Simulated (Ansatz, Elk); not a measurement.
## How far do independent atoms describe Y2MnNi2?

The structure of Y2MnNi2 used here is made up (a known structure type with other elements) and was relaxed beforehand with PBEsol. The aim is the Fourier transform of its all-electron density, F(hkl), set beside the sum over free spherical atoms that refinements use.

Method: DFT, PBE, all-electron APW+lo, Dirac cores, scalar-relativistic bands, static density, ferromagnetic start, in Elk 11.2.3 (patched build).

The structure was built from a prototype and need not be the compound's stable phase.

## Step 1: The starting structure

It takes space group Cmmm (No. 65, orthorhombic). The conventional cell has a = 3.790 Å, b = 13.132 Å, c = 3.686 Å, α = 90.00°, β = 90.00°, γ = 90.00°. Nearest to Y lie 6 Ni at 2.78 to 2.95 Å. Nearest to Ni lie 2 Ni at 2.38 Å and 1 Mn at 2.57 Å and 6 Y at 2.78 to 2.95 Å. Nearest to Mn lie 2 Ni at 2.57 Å. Farther neighbours are not listed.

## Step 2: Ground state and structure factors

An all-electron density is needed, since X-rays see the cores too. Task 0 finds the density and task 195 Fourier-transforms it; tshift is off so that phases refer to the origin typed.

File elk.in:

```
tasks
  0
  195
  196

xctype
  20

spinpol
  .true.

rgkmax
  7.0

gmaxvr
  14.0

lmaxo
  7

lmaxapw
  8

swidth
  0.002

tshift
  .false.

ramdisk
  .false.

hmaxvr
  5.5

maxscl
  120

epspot
  1e-06

reducebf
  0.8

sppath
  './'

avec
  3.58082597097 -12.40810083391 -0.00000000000
  3.58082597097 12.40810083391 -0.00000000000
  -0.00000000000 0.00000000000 6.96459067123

atoms
  3
  'Y.in'
  2
  0.6292529435 0.3707470565 0.5000000000   0.000000 0.000000 0.000000
  0.3707470565 0.6292529435 0.5000000000   0.000000 0.000000 0.000000
  'Ni.in'
  2
  0.1954333490 0.8045666510 0.0000000000   0.000000 0.000000 0.000000
  0.8045666510 0.1954333490 0.0000000000   0.000000 0.000000 0.000000
  'Mn.in'
  1
  0.0000000000 -0.0000000000 -0.0000000000   0.000000 0.000000 -0.170000

ngridk
  5 5 5
```

On the command line:

```bash
OMP_NUM_THREADS=4 elk
```

Numbers of over 12 decimals in the logs are rounded to 6 here.

The program printed:

```text
┌─────────────────────────┐
│ Elk code version 11.2.3 │
└─────────────────────────┘

All units are atomic (Hartree, Bohr, etc.)

┌─────────────────────────────────────────────────┐
│ Ground-state run starting from atomic densities │
└─────────────────────────────────────────────────┘

Lattice vectors :
   3.580825971      -12.40810083      -0.000000000
   3.580825971       12.40810083      -0.000000000
  -0.000000000       0.000000000       6.964590671

Reciprocal lattice vectors :
  0.8773374297     -0.2531888397       0.000000000
  0.8773374297      0.2531888397       0.000000000
   0.000000000       0.000000000      0.9021614627

Unit cell volume      :    618.8909346
Brillouin zone volume :   0.4007979429

Muffin-tin inner radius fraction :   0.1000000000E-01

Nuclei treated as point charges

Species : 1 (Y)
 parameters loaded from : Y.in
 name : yttrium
 nuclear charge    :   -39.00000000
 electronic charge :    39.00000000
 atomic mass :    162065.4503
 muffin-tin radius :    2.600000000
 number of radial points in muffin-tin :   1193
 inner part over the whole radius :   0.9871815862E-02
 number on inner part of muffin-tin    :    847
 approximate nuclear radius :   0.8135895711E-04
 number of mesh points to nuclear radius :    416
 atomic positions (lattice), magnetic fields (Cartesian) :
  1 :  -0.37074706  0.37074706  0.50000000    0.00000000  0.00000000  0.00000000
  2 :   0.37074706 -0.37074706  0.50000000    0.00000000  0.00000000  0.00000000

Species : 2 (Ni)
 parameters loaded from : Ni.in
 name : nickel
 nuclear charge    :   -28.00000000
 electronic charge :    28.00000000
 atomic mass :    106991.5231
 muffin-tin radius :    2.219830888
 number of radial points in muffin-tin :    993
 inner part over the whole radius :   0.9860606078E-02
 number on inner part of muffin-tin    :    699
 approximate nuclear radius :   0.7325707712E-04
 number of mesh points to nuclear radius :    336
 atomic positions (lattice), magnetic fields (Cartesian) :
  1 :   0.19543335 -0.19543335  0.00000000    0.00000000  0.00000000  0.00000000
  2 :  -0.19543335  0.19543335  0.00000000    0.00000000  0.00000000  0.00000000

Species : 3 (Mn)
 parameters loaded from : Mn.in
 name : manganese
 nuclear charge    :   -25.00000000
 electronic charge :    25.00000000
 atomic mass :    100145.9370
 muffin-tin radius :    2.400000000
 number of radial points in muffin-tin :    993
 inner part over the whole radius :   0.9953723401E-02
 number on inner part of muffin-tin    :    700
 approximate nuclear radius :   0.7074591925E-04
 number of mesh points to nuclear radius :    330
 atomic positions (lattice), magnetic fields (Cartesian) :
  1 :   0.00000000  0.00000000  0.00000000    0.00000000  0.00000000 -0.17000000

Total number of atoms per unit cell :    5
Total muffin-tin volume :    296.7887531
 ratio of muffin-tin to unit cell volume :   0.4795493625

Spin treatment :
 spin-polarised
 global magnetic field (Cartesian) :    0.000000000       0.000000000       0.000000000
 collinear magnetisation in z-direction

Number of Bravais lattice symmetries :    8
Number of crystal symmetries         :    8
Crystal has inversion symmetry
Real symmetric eigensolver will be used

k-point grid :      5     5     5
k-point offset :    0.000000000       0.000000000       0.000000000
k-point set is reduced with full crystal symmetry group
Total number of k-points :       27

Muffin-tin radius times maximum |G+k| :    7.000000000
 using average radius
Maximum |G+k| for APW functions       :    2.907058408
Maximum (1/2)|G+k|²                   :    4.225494295
Maximum |G| for potential and density :    14.00000000
Constant for pseudocharge density :    9
 order of it for each species :   16  16  16
 order of it for pair densities of each species (exact exchange by exxq0 0: 17) :   11   8   9
Radial integration step length :    1

G-vector grid sizes :     60    60    32
Number of G-vectors :    28643

Maximum angular momentum used for
[...]
RMS change in Kohn-Sham potential (target) :    2.181750876     (  0.1000000000E-05)
Absolute change in total energy (target)   :   0.9005570851     (  0.1000000000E-03)

[... loops 3 to 23 left out ...]

┌──────────────────┐
│ Loop number : 24 │
└──────────────────┘

Energies :
 Fermi                       :     0.281751
 sum of occupied eigenvalues :     -6419.4734314903
 electron kinetic            :      11249.202531374
 core electron kinetic       :      10698.624373158
 Coulomb                     :     -21821.872825353
 Coulomb potential           :     -17149.507066344
 nuclear-nuclear             :     -1456.5265998081
 electron-nuclear            :     -23621.894830477
 Hartree                     :      3256.5486049318
 Madelung                    :     -13247.119292182
 xc potential                :     -518.92461001812
 xc effective B-field        :    -0.244272
 external B-field            :      0.000000
 exchange                    :     -391.34020147120
 correlation                 :     -7.737690
 electron entropic           :    -0.13371369395050E-02
 total energy                :     -10971.749522465
 (external B-field energy excluded from total)

Density of states at Fermi energy :    101.7194799
 (states/Hartree/unit cell)

Estimated indirect band gap :   0.5016914988E-03
 from k-point 14 to k-point 19
Estimated direct band gap   :   0.2774291261E-02
 at k-point 14

Charges :
 core                        :    90.00000000
 valence                     :    69.00000000
 interstitial                :    7.592858026
 muffin-tins (core leakage)
  species : 1 (Y)
[...]
species : 2 (Ni)
[...]
species : 3 (Mn)
[...]
total in muffin-tins        :    151.4071420
 total calculated charge     :    158.9982755
 total charge                :    159.0000000
 error                       :   0.1724515068E-02

Moments :
 interstitial                :   0.1331213789E-01
 muffin-tins
  species : 1 (Y)
[...]
species : 2 (Ni)
[...]
species : 3 (Mn)
[...]
total in muffin-tins        :    3.745819869
 total moment                :    3.759132007

RMS change in Kohn-Sham potential (target) :   0.6817122411E-06 (  0.1000000000E-05)
Absolute change in total energy (target)   :   0.1330635314E-04 (  0.1000000000E-03)

Convergence targets achieved

┌──────────────────┐
│ Loop number : 25 │
└──────────────────┘

Energies :
 Fermi                       :     0.281751
 sum of occupied eigenvalues :     -6419.4734481073
 electron kinetic            :      11249.202523207
 core electron kinetic       :      10698.624366483
 Coulomb                     :     -21821.872831567
 Coulomb potential           :     -17149.507052656
 nuclear-nuclear             :     -1456.5265998081
 electron-nuclear            :     -23621.894856305
 Hartree                     :      3256.5486245455
 Madelung                    :     -13247.119305239
 xc potential                :     -518.92463466282
 xc effective B-field        :    -0.244271
 external B-field            :      0.000000
 exchange                    :     -391.34020170055
 correlation                 :     -7.737690
 electron entropic           :    -0.13370537134570E-02
 total energy                :     -10971.749537051
 (external B-field energy excluded from total)

Density of states at Fermi energy :    101.7116902
 (states/Hartree/unit cell)

Estimated indirect band gap :   0.5012274341E-03
 from k-point 14 to k-point 19
Estimated direct band gap   :   0.2773301469E-02
 at k-point 14

Charges :
 core                        :    90.00000000
 valence                     :    69.00000000
 interstitial                :    7.592858595
 muffin-tins (core leakage)
  species : 1 (Y)
[...]
species : 2 (Ni)
   atom 1                    :    26.96475329     (  0.7283799723E-03)
   atom 2                    :    26.96475329     (  0.7283799723E-03)
  species : 3 (Mn)
   atom 1                    :    23.67026119     ( -0.2246774589E-06)
 total in muffin-tins        :    151.4071414
 total calculated charge     :    158.9982755
 total charge                :    159.0000000
 error                       :   0.1724516207E-02

Moments :
 interstitial                :   0.1333315963E-01
 muffin-tins
  species : 1 (Y)
[...]
species : 2 (Ni)
   atom 1                    :   0.1402568394
   atom 2                    :   0.1402568394
  species : 3 (Mn)
   atom 1                    :    3.596073466
 total in muffin-tins        :    3.745862636
 total moment                :    3.759195796

┌──────────────────────────────┐
│ Self-consistent loop stopped │
└──────────────────────────────┘

Warning : core states of species 2 leak from the muffin-tin :   0.7283799723E-03

Wrote STATE.OUT
```

The job ended after 6.4 min (4 threads of Arm Neoverse V1, shared host; peak memory 0.52 GiB).

SFACRHO.OUT:

```text

h k l indices transformed by vhmat matrix:
   1.000000000       0.000000000       0.000000000    
   0.000000000       1.000000000       0.000000000    
   0.000000000       0.000000000       1.000000000    

      h      k      l  multipl.   |H|            Re(F)            Im(F)           |F|

      0      0      0      1   0.0000000       159.00000     -0.57999296E-17   159.00000    
     -1      1      0      2  0.50637768      -21.832651      0.14774993E-17   21.832651    
      0      0      1      2  0.90216146       3.7361939     -0.21267002E-13   3.7361939    
      1      0      0      4  0.91314049      -8.1675503     -0.42776011E-14   8.1675503    
     -2      2      0      2   1.0127554      -35.041565     -0.55824988E-13   35.041565    
      1     -1     -1      4   1.0345596      -12.971668     -0.42642322E-14   12.971668    
      1     -2      0      4   1.1604578       28.492356     -0.42962656E-13   28.492356    
      0      1     -1      8   1.2836358       76.764906      0.43297518E-14   76.764906    
      2     -2      1      4   1.3563070       87.958816     -0.34372638E-13   87.958816    
      2     -1     -1      8   1.4698835      -63.652912      0.62282544E-13   63.652912    
     -3      3      0      2   1.5191330       47.087345      0.17178591E-13   47.087345    
      3     -2      0      4   1.5402388       94.802230     -0.34355122E-13   94.802230    
      1      1      0      2   1.7546749       112.29619      0.27882108E-13   112.29619    
      3     -3     -1      4   1.7668221       26.343241      0.21463505E-13   26.343241    
     -2      3     -1      8   1.7850017       21.801155     -0.34341469E-13   21.801155    
      0      0      2      2   1.8043229       110.89147      0.36272420E-13   110.89147    
      0      2      0      4   1.8262810      -16.443889     -0.12862887E-13   16.443889    
      1     -1     -2      4   1.8740330      -16.223601      0.43319006E-14   16.223601
```

Elk indexes on the primitive cell of elk.in and gives |H| = 4π sin θ/λ in inverse bohr. Below, one row stands for each form hkl of the conventional cell (m members, Friedel mates merged), F is for one primitive cell and the density is static (no thermal factor). Free-atom factors are Waasmaier and Kirfel's, and R is Σm||F|−|F'||/Σm|F|.

| hkl | m | sin θ/λ (Å⁻¹) | abs F, DFT | neutral atoms | diff. |
| --- | --- | --- | --- | --- | --- |
| 020 | 2 | 0.076 | 21.833 | 21.651 | +0.181 |
| 001 | 2 | 0.136 | 3.736 | 3.148 | +0.588 |
| 110 | 4 | 0.137 | 8.168 | 8.422 | -0.255 |
| 040 | 2 | 0.152 | 35.042 | 35.045 | -0.003 |
| 021 | 4 | 0.156 | 12.972 | 12.734 | +0.238 |
| 130 | 4 | 0.174 | 28.492 | 28.754 | -0.262 |
| 111 | 8 | 0.193 | 76.765 | 76.895 | -0.130 |
| 041 | 4 | 0.204 | 87.959 | 88.197 | -0.238 |
| 131 | 8 | 0.221 | 63.653 | 63.642 | +0.011 |
| 060 | 2 | 0.228 | 47.087 | 47.229 | -0.142 |
| 150 | 4 | 0.232 | 94.802 | 95.131 | -0.329 |
| 200 | 2 | 0.264 | 112.296 | 112.628 | -0.332 |
| 061 | 4 | 0.266 | 26.343 | 26.535 | -0.192 |
| 151 | 8 | 0.268 | 21.801 | 22.245 | -0.444 |

## Step 3: The magnetisation density

The same run holds the spin density, and task 196 transforms it. The order is that of the start, and no other was tried.

SFACMAG_1.OUT:

```text

h k l indices transformed by vhmat matrix:
   1.000000000       0.000000000       0.000000000    
   0.000000000       1.000000000       0.000000000    
   0.000000000       0.000000000       1.000000000    

      h      k      l  multipl.   |H|            Re(F)            Im(F)           |F|

      0      0      0      1   0.0000000       3.7591959     -0.18733256E-17   3.7591959    
     -1      1      0      2  0.50637768       3.1011842     -0.36510554E-16   3.1011842    
      0      0      1      2  0.90216146       3.4121279      0.20359445E-16   3.4121279    
      1      0      0      4  0.91314049       3.1458924     -0.14387142E-16   3.1458924    
     -2      2      0      2   1.0127554       2.9822031     -0.21218383E-16   2.9822031    
      1     -1     -1      4   1.0345596       2.6826816     -0.56562273E-16   2.6826816    
      1     -2      0      4   1.1604578       2.4873385      0.19494540E-17   2.4873385    
      0      1     -1      8   1.2836358       2.4931366      0.48992467E-16   2.4931366    
      2     -2      1      4   1.3563070       2.4339654      0.51356997E-17   2.4339654    
      2     -1     -1      8   1.4698835       2.0020330      0.19646367E-16   2.0020330    
     -3      3      0      2   1.5191330       2.0303117     -0.36709320E-16   2.0303117    
      3     -2      0      4   1.5402388       2.2621387     -0.13230009E-16   2.2621387    
      1      1      0      2   1.7546749       1.7994770      0.27157620E-16   1.7994770    
      3     -3     -1      4   1.7668221       1.8431931     -0.23159391E-16   1.8431931    
     -2      3     -1      8   1.7850017       1.8621149     -0.26191215E-16   1.8621149    
      0      0      2      2   1.8043229       1.7311175      0.35433947E-17   1.7311175
```

The total moment is 3.76 μB a cell; sphere moments: Y1 -0.07, Y2 -0.07, Ni3 +0.14, Ni4 +0.14, Mn5 +3.60 μB. Polarised neutrons measure spin and orbital magnetisation together; without spin-orbit coupling the run gives the spin part:

| hkl | sin θ/λ (Å⁻¹) | abs F_M (μB) |
| --- | --- | --- |
| 020 | 0.076 | 3.101 |
| 001 | 0.136 | 3.412 |
| 110 | 0.137 | 3.146 |
| 040 | 0.152 | 2.982 |
| 021 | 0.156 | 2.683 |
| 130 | 0.174 | 2.487 |
| 111 | 0.193 | 2.493 |
| 041 | 0.204 | 2.434 |
| 131 | 0.221 | 2.002 |
| 060 | 0.228 | 2.030 |
| 150 | 0.232 | 2.262 |
| 200 | 0.264 | 1.800 |
| 061 | 0.266 | 1.843 |
| 151 | 0.268 | 1.862 |

[end of part 1 of 2]

[Logs are printed without paths, hosts, clocks, repeated set-up lines and the standing remarks that a program may print on its own settings, such as how far it seeks lower states.]

[Hosts, paths, dates, database ids (printed as entryN), source tags and the programs' standing remarks are cut or masked in the printed files.]
